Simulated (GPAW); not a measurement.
# Polarising V2NOS MXene monolayer with a field along the normal

The dipole of the cell at several fields, atoms fixed. What does the strongest field give, and what length does the slope stand for?

How it was computed: GPAW 26.7.0, plane waves (500 eV), PAW setups, PBE, 12×12 mesh, a dipole layer in the vacuum; geometry relaxed without an applied field with GPAW. The cell's area is 7.58 Å², and e/ε0 = 180.95 V Å.

What came out, but for one run:

```
field (V/Å)  dipole (e Å)
       −0.2       −0.1017
       −0.1       −0.0748
      −0.05       −0.0614
       0.05       −0.0345
        0.1       −0.0210
        0.2        0.0059
        0.3             ?
```

Q: What is the dipole at 0.3 V/Å?

**Working.** A line through the 6 points has the slope α = 0.269 e Å per V/Å and the intercept p₀ = −0.0479 e Å (r.m.s. residual 2.4e−05). At 0.3 V/Å it gives p = −0.0479 + 0.269 × 0.3 = 0.0328 e Å; the run gives 0.0329 e Å, so the response stays linear to 0.1 % of the induced part. Dividing by ε0 and the area: α/(ε0 A) = 0.269 × 180.95 / 7.58 = 6.43 Å, against 4.85 Å between the outer nuclei.

**Limits.** This is the electronic response alone; ions that move would add to it in polar layers. Spin-polarised runs started from parallel moments; another order may lie lower. Layers with unlike faces were relaxed with their cell in a fully periodic cell without the dipole layer, so their atoms felt a small spurious field.

[Logs are printed without paths, hosts, clocks, repeated set-up lines and the standing remarks that a program may print on its own settings, such as how far it seeks lower states.]
